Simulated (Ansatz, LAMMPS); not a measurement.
# Rapidly quenched Al54Cu46 (at. %) (111 atoms): support functions against a reference

Wanted: errors and times of a linear-scaling basis for rapidly quenched Al54Cu46 (at. %) (111 atoms). A setting counts as converged where the r.m.s. difference of forces stays under 1 % of the r.m.s. force.

Main program and level: Ansatz 0.2.0; Kohn-Sham DFT, PBE, PAW (set soft_2), plane waves.

This is a report of a sequence of runs, with the program logs left out and the cost of each run kept.

## (1) The starting structure

The cell holds 111 atoms: 60 Al and 51 Cu. Its edges and angles: a = 11.739 Å, b = 11.739 Å, c = 11.739 Å, α = 90.0°, β = 90.0°, γ = 90.0°. It derives from Al20Cu17. 111 atoms (60 Al, 51 Cu) placed at random at 4.5 g/cm³, melted at 1800 K for 10 ps at fixed volume with the EAM Al-Cu potential (Cai and Ye, Phys. Rev. B 54, 8398 (1996)). Quenched from 1300 K to 300 K at 500 K/ps and zero pressure, held 5 ps, then minimised at fixed cell.

Limits known from the start: The quench rate of 500 K/ps far exceeds what a furnace or splat quench reaches, so expect more defects and frozen-in strain than in a real sample. The starting topology of bonds comes from the classical model, and needn't be the one that DFT or experiment would give. The electron count is odd and the run has no spin polarisation.

## (2) Making the structure

A classical potential makes the cell, at a small fraction of what the same run would cost in DFT.

This step: classical MD, EAM Al-Cu potential (Cai and Ye, Phys. Rev. B 54, 8398 (1996)) (LAMMPS 22 Jul 2025 - Update 4).

Input file in.lmp:

```
# melt-quench of Al60Cu51
units metal
atom_style atomic
boundary p p p
region box block 0 12.1529 0 12.1529 0 12.1529
create_box 2 box
mass 1 26.9815   # Al
mass 2 63.5460   # Cu
create_atoms 1 random 60 487918 NULL overlap 1.82 maxtry 2000
create_atoms 2 random 51 487925 NULL overlap 1.82 maxtry 2000
pair_style eam/alloy
pair_coeff * * AlCu.eam.alloy Al Cu
neigh_modify delay 0 every 1 check yes
thermo_style custom step time temp pe press density
thermo_modify norm yes
timestep 0.002
thermo 100
min_style cg
minimize 1e-4 1e-4 200 2000
reset_timestep 0
velocity all create 1800 487919 mom yes dist gaussian
fix lim all nve/limit 0.05
fix lan all langevin 1800 1800 0.2 487920 zero yes
thermo 500
run 1000 post no
unfix lim
unfix lan
thermo 833
fix md all nvt temp 1800 1800 0.2
run 5000 post no
unfix md
thermo 833
fix md all npt temp 1800 1300 0.2 iso 0 0 2
run 2500 post no
# [... 13 lines left out ...]
thermo 1250
fix md all npt temp 300 300 0.2 iso 0 0 2
run 2500 post no
unfix md
thermo 100
min_style cg
minimize 0 1e-3 2000 20000
write_dump all custom glass.dump id type xs ys zs modify sort id
```

The run is started by

```console
$ lmp -in in.lmp -log none -nocite
```

It took 7.4 s on 1 thread of Intel Xeon at 2.80GHz (Skylake/Cascade Lake), shared host; peak memory 0.35 GiB.

## (3) Plane-wave single point

The first run fixes the reference, at a cutoff of 420 eV.

Input file input.yaml:

```yaml
crystal:
  lattice:
    - [11.73944, 0.0, 0.0]
    - [0.0, 11.73944, 0.0]
    - [0.0, 0.0, 11.73944]
  atoms:
    - { symbol: Al, position: [0.0075, 0.47636, 0.82603] }
    - { symbol: Al, position: [0.31952, 0.83102, 0.81302] }
    - { symbol: Al, position: [0.03381, 0.71493, 0.46752] }
    - { symbol: Al, position: [0.18965, 0.22442, 0.06079] }
    - { symbol: Al, position: [0.21344, 0.17683, 0.64583] }
    - { symbol: Al, position: [0.61854, 0.81864, 0.57203] }
    - { symbol: Al, position: [0.75475, 0.69604, 0.02042] }
    - { symbol: Al, position: [0.59861, 0.72891, 0.18222] }
    - { symbol: Al, position: [0.32554, 0.93236, 0.30626] }
    - { symbol: Al, position: [0.60157, 0.05185, 0.61493] }
    - { symbol: Al, position: [0.88422, 0.90706, 0.92639] }
    - { symbol: Al, position: [0.06452, 0.36336, 0.6125] }
    - { symbol: Al, position: [0.49407, 0.77303, 0.39188] }
    - { symbol: Al, position: [0.72783, 0.78411, 0.80061] }
    - { symbol: Al, position: [0.02844, 0.97758, 0.16186] }
    - { symbol: Al, position: [0.4431, 0.22934, 0.62675] }
    - { symbol: Al, position: [0.05701, 0.6264, 0.25528] }
    - { symbol: Al, position: [0.72974, 0.13537, 0.27089] }
    - { symbol: Al, position: [0.77238, 0.90583, 0.19781] }
    - { symbol: Al, position: [0.28931, 0.37712, 0.53584] }
    - { symbol: Al, position: [0.24409, 0.51857, 0.35291] }
    - { symbol: Al, position: [0.82912, 0.74762, 0.57504] }
    - { symbol: Al, position: [0.11733, 0.40424, 0.18951] }
    - { symbol: Al, position: [0.47473, 0.91005, 0.13298] }
    - { symbol: Al, position: [0.98786, 0.21141, 0.2127] }
    - { symbol: Al, position: [0.82735, 0.64166, 0.22809] }
    - { symbol: Al, position: [0.66739, 0.50012, 0.13866] }
    - { symbol: Al, position: [0.5703, 0.34777, 0.99853] }
    - { symbol: Al, position: [0.25553, 0.06134, 0.86569] }
    - { symbol: Al, position: [0.11561, 0.86208, 0.92204] }
    - { symbol: Al, position: [0.78876, 0.56375, 0.75003] }
    - { symbol: Al, position: [0.65205, 0.56187, 0.57075] }
    - { symbol: Al, position: [0.17161, 0.79782, 0.64141] }
    - { symbol: Al, position: [0.32822, 0.16563, 0.43685] }
    - { symbol: Al, position: [0.84462, 0.08413, 0.06848] }
    - { symbol: Al, position: [0.23714, 0.97361, 0.53233] }
    - { symbol: Al, position: [0.77223, 0.16038, 0.49274] }
    - { symbol: Al, position: [0.98632, 0.93548, 0.53699] }
    - { symbol: Al, position: [0.50808, 0.75957, 0.93192] }
    - { symbol: Al, position: [0.09435, 0.24696, 0.82238] }
    - { symbol: Al, position: [0.74082, 0.22764, 0.92696] }
    - { symbol: Al, position: [0.9555, 0.52602, 0.06758] }
    - { symbol: Al, position: [0.52724, 0.17597, 0.82775] }
    - { symbol: Al, position: [0.17222, 0.44154, 0.96387] }
    - { symbol: Al, position: [0.36215, 0.38787, 0.06422] }
    - { symbol: Al, position: [0.43329, 0.11644, 0.235] }
    - { symbol: Al, position: [0.72, 0.35613, 0.36247] }
    - { symbol: Al, position: [0.96155, 0.29683, 0.00031] }
    - { symbol: Al, position: [0.60828, 0.10749, 0.07539] }
    - { symbol: Al, position: [0.83682, 0.40009, 0.57473] }
    - { symbol: Al, position: [0.25554, 0.99613, 0.08624] }
    - { symbol: Al, position: [0.64215, 0.38702, 0.77224] }
    - { symbol: Al, position: [0.62167, 0.5623, 0.35611] }
    - { symbol: Al, position: [0.44175, 0.50287, 0.25036] }
    - { symbol: Al, position: [0.81119, 0.96871, 0.67546] }
    - { symbol: Al, position: [0.25612, 0.74577, 0.4182] }
    - { symbol: Al, position: [0.95662, 0.16177, 0.62481] }
    - { symbol: Al, position: [0.43446, 0.46441, 0.85222] }
    - { symbol: Al, position: [0.93291, 0.67813, 0.8916] }
    - { symbol: Al, position: [0.1862, 0.57479, 0.5696] }
    - { symbol: Cu, position: [0.34258, 0.62651, 0.70537] }
    - { symbol: Cu, position: [0.02938, 0.48265, 0.42972] }
    - { symbol: Cu, position: [0.53768, 0.89128, 0.75824] }
    - { symbol: Cu, position: [0.46588, 0.58985, 0.05554] }
    - { symbol: Cu, position: [0.18957, 0.11972, 0.26386] }
    - { symbol: Cu, position: [0.71883, 0.76024, 0.3761] }
    - { symbol: Cu, position: [0.07759, 0.00431, 0.74024] }
    - { symbol: Cu, position: [0.68717, 0.02406, 0.84848] }
    - { symbol: Cu, position: [0.79222, 0.44713, 0.9476] }
    - { symbol: Cu, position: [0.40248, 0.17282, 0.02166] }
    - { symbol: Cu, position: [0.90208, 0.42989, 0.26233] }
    - { symbol: Cu, position: [0.55753, 0.16952, 0.41637] }
    - { symbol: Cu, position: [0.8402, 0.57383, 0.43539] }
    - { symbol: Cu, position: [0.62998, 0.32219, 0.5627] }
    - { symbol: Cu, position: [0.39705, 0.8044, 0.59882] }
    - { symbol: Cu, position: [0.92198, 0.04859, 0.34748] }
    - { symbol: Cu, position: [0.46822, 0.45446, 0.64011] }
    - { symbol: Cu, position: [0.97249, 0.81171, 0.73041] }
    [... 27 atom lines left out ...]
    - { symbol: Cu, position: [0.7643, 0.94779, 0.45046] }
    - { symbol: Cu, position: [0.45356, 0.98029, 0.48128] }
    - { symbol: Cu, position: [0.62179, 0.5678, 0.90705] }
    - { symbol: Cu, position: [0.32306, 0.3093, 0.26482] }
    - { symbol: Cu, position: [0.05466, 0.07483, 0.96794] }
    - { symbol: Cu, position: [0.87628, 0.32255, 0.77719] }
kpoints:
  mp_grid: { grid: [2, 2, 2] }
hamiltonian:
  xc: pbe
scf:
  occupations: { method: fermi_dirac, width: 0.1 }
output:
  forces: true
  stress: true
  populations: true
  dos:
    method: { smearing: { sigma: 0.08 } }
    de: 0.1
    projected: { site_lists: { Al: [Al], Cu: [Cu] } }
  eigenvalues: true
  write_density: true
  write_potential: true
  volumetric_format: npy
```

The run is started by

```console
$ ansatz run input.yaml --threads 8 --pin off --max-ram 15872MiB --backend cpu --events-out ev --progress --plain --runs-dir out
```

Wall time 5.4 min (8 threads of Arm Neoverse V2, shared host); peak memory 12 GiB; 42 min of CPU time.

The program notes that it cut back its work space to fit the memory limit.

Read from the output:

```
free energy                             : -370137.5401 eV
free energy per atom                    : -3334.5724 eV/atom
SCF cycles                              : 10
pressure                                : -1.784 GPa
r.m.s. force component                  : 0.2232 eV/Å
longest force                           : 0.8538 eV/Å
Fermi energy                            : 11.24 eV
levels partly filled by over 2 per cent : 122
spilling of the projection              : 0.007073
```

The r.m.s. force component of 0.22 eV/Å sets the scale for the differences below.

## (4) Support functions low

With localised support functions most steps grow linearly with size, though the diagonalisation grows faster unless the density matrix is cut; this run measures error and cost at this size. The level low gives here a grid of 54×54×54 points and a radius of 3.75 Å.

This step: Kohn-Sham DFT, PBE, PAW (set soft_2), localised support functions (low) (Ansatz 0.2.0).

input.yaml, the sections that differ from step 3:

```yaml
scf:
  occupations: { method: fermi_dirac, width: 0.1 }
  eigensolver: { kind: { support_functions: { accuracy: low } } }
  max_iter: 150
output:
  forces: true
  eigenvalues: true
# crystal, kpoints, hamiltonian: as in step 3
```

Wall time 3.3 min (8 threads); peak memory 4.1 GiB.

The program notes that the band table was not solved further than the SCF left it, the correction for the support functions is uncertain and it switched symmetry off.

Keys that differ from the reference: support_functions.accuracy = "low" and scf.max_iter = 150.

Forces differ from the reference by 0.92 meV/Å r.m.s., 0.41 % of their size, within a tolerance of 1 %; the energy by -1.9 meV/atom.

## (5) Support functions medium

The level medium is asked for. Here it resolves to the same grid and radius as in the run with support functions low, so the basis is not new.

This step: Kohn-Sham DFT, PBE, PAW (set soft_2), localised support functions (medium) (Ansatz 0.2.0).

input.yaml, the sections that differ from step 4:

```yaml
scf:
  occupations: { method: fermi_dirac, width: 0.1 }
  eigensolver: { kind: { support_functions: { accuracy: medium } } }
  max_iter: 150
# crystal, kpoints, hamiltonian, output: as in step 4
```

Run time: 3.5 min. Hardware: 8 threads; peak memory 4.1 GiB; 27 min of CPU time.

Keys that differ from the reference: support_functions.accuracy = "medium" and scf.max_iter = 150.

Forces differ from the reference by 0.92 meV/Å r.m.s., 0.41 % of their size, within a tolerance of 1 %; the energy by -1.9 meV/atom.

## (6) Support functions medium, radius 3.0 Å

The radius confines each support function; a larger one gives more freedom and more work per atom.

input.yaml, the sections that differ from step 5:

```yaml
scf:
  occupations: { method: fermi_dirac, width: 0.1 }
  eigensolver: { kind: { support_functions: { accuracy: medium, radius: 3.0 } } }
  max_iter: 150
# crystal, kpoints, hamiltonian, output: as in step 5
```

The job ended after 0.87 s (8 threads; peak memory 0.31 GiB; 3.7 s of CPU time).

The program refuses radii under 3.57 Å for these atoms at this level.

## (7) All settings compared

Differences are against the plane-wave reference (Kohn-Sham DFT, PBE, PAW (set soft_2), plane waves), whose r.m.s. force component is 0.223 eV/Å. Energies are set beside the reference only for runs with its functional, potentials and electron count. Times are for 8 threads of Arm Neoverse V2, shared host. The reference's time includes the DOS, the stress and grids, which some other runs skip.

```
                     run  Δ force, r.m.s. (meV/Å)  share of r.m.s. force (%)  Δ energy (meV/atom)  cycles     time  host memory (GiB)
               reference                        -                          -                    -      10  5.4 min                 12
   support functions low                     0.92                      0.412                -1.88      16  3.3 min                4.1
support functions medium                     0.92                      0.412                -1.88      16  3.5 min                4.1
```

## (8) What the reference run shows

With the settings judged, the reference run is read for its physics.

Neighbours are counted within 3.51 Å (Al-Al), 3.51 Å (Al-Cu), 3.51 Å (Cu-Cu), cutoffs set anew for this text.

Length of the force by element and coordination:

```
element  coordination  atoms  mean length of the force (eV/Å)  spread   least   most
     Al           all     60                            0.381   0.164  0.0849  0.854
     Al            11      1                            0.651       0   0.651  0.651
     Al            12     12                            0.441   0.178   0.189  0.820
     Al            13     28                            0.380   0.150   0.104  0.854
     Al            14     13                            0.344   0.143  0.0849  0.639
     Al            15      6                            0.305   0.168   0.143  0.664
     Cu           all     51                            0.321   0.141  0.0804  0.672
     Cu            11      7                            0.270  0.0969   0.150  0.448
     Cu            12     24                            0.376   0.149   0.110  0.672
     Cu            13     16                            0.265   0.124  0.0804  0.518
     Cu            14      4                            0.303  0.0775   0.192  0.411
```

States in the cell by windows of 1 eV, zero at the Fermi level; the larger projections on atomic orbitals stand beside the total:

```
from (eV)  to (eV)  total   Cu d  Al p  Al s  Cu s
      -14      -11    0.0    0.0   0.0   0.0   0.0
      -11      -10    5.1    0.0   0.9   2.4   1.7
      -10       -9   13.3    0.1   4.7   5.4   3.0
       -9       -8   17.0    0.4   7.7   5.9   2.8
       -8       -7   21.8    1.2  10.6   6.6   3.3
       -7       -6   26.9    3.6  12.6   7.1   3.5
       -6       -5   39.0   12.2  14.6   7.2   4.7
       -5       -4  127.3   96.2  19.7   5.2   5.5
       -4       -3  260.1  235.3  17.8   2.8   2.6
       -3       -2  149.7  124.9  16.8   4.0   2.6
       -2       -1   41.1   15.4  16.4   4.9   3.0
       -1        0   39.4    7.0  17.5   7.8   4.4
        0        1   39.7    4.2  18.0   8.4   5.2
        1        2   42.3    2.9  19.0   8.7   6.1
        2        3   39.0    1.8  17.5   6.8   5.8
```

The curve was stored every 0.10 eV, coarse against its broadening of 0.08 eV, so these counts are rough.

The levels nearest the highest filled one (over half full), pooled over k-points and spins:

```
level less the highest filled one (eV)  occupation
                               -0.0349        1.17
                               -0.0243        1.12
                                -0.024        1.12
                               -0.0177        1.09
                               -0.0103        1.05
                                     0        1.00
                                0.0023        0.99
                                0.0237       0.883
                                0.0249       0.877
                                0.0281       0.862
                                 0.042       0.794
                                0.0499       0.757
```

[end of part 1 of 2]

[Long decimals in the printed logs are rounded to 6 places.]

[Logs are printed without paths, hosts, clocks, repeated set-up lines and the standing remarks that a program may print on its own settings, such as how far it seeks lower states.]

[Hosts, paths, dates, database ids (printed as entryN), source tags and the programs' standing remarks are cut or masked in the printed files.]
